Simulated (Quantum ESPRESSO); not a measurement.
# Energy and gap at +3 % biaxial strain: 1T-CdF2, 1 layer

Method. Quantum ESPRESSO 7.5 driven by ASE, PBE, GBRV ultrasoft, ESM (bc1); atomic heights clamped; cell area 10.932 Å² at zero strain.

| strain (%) | energy (meV a cell) | gap on the mesh (eV) |
| --- | --- | --- |
| −3 | 83.33 | 3.920 |
| −1.5 | 23.18 | 3.871 |
| 0 | 0.00 | 3.815 |
| +1.5 | 9.37 | 3.746 |

One more run was made and is withheld. What are energy and gap at +3 %, and how stiff is the sheet?

By hand: About zero, E'' = (23.18 + 9.37 − 2 × 0.00)/1.5² = 14.47 meV per %² and E' = (9.37 − 23.18)/3 = −4.60 meV per %. With E = A K ε², where K = (C11 + C22)/2 + C12 (C11 + C12 for a hexagonal sheet), K = 14.47 × 10/(2 × 10.932) × 16.02 = 106 N/m. The parabola gives E(+3 %) = 0.00 + 3 × (−4.60) + 4.5 × 14.47 = 51.3 meV. Continuing the last slope, the gap is 2 × 3.746 − 3.815 = 3.677 eV.

What the calculation gave: E = 47.0 meV and the gap 3.652 eV. The parabola misses by +4.3 meV, too high, since bonds soften under tension. The gap's line misses by +0.025 eV.

Caveats: Clamped heights stiffen sheets with several planes. Semilocal gap, no spin-orbit coupling.
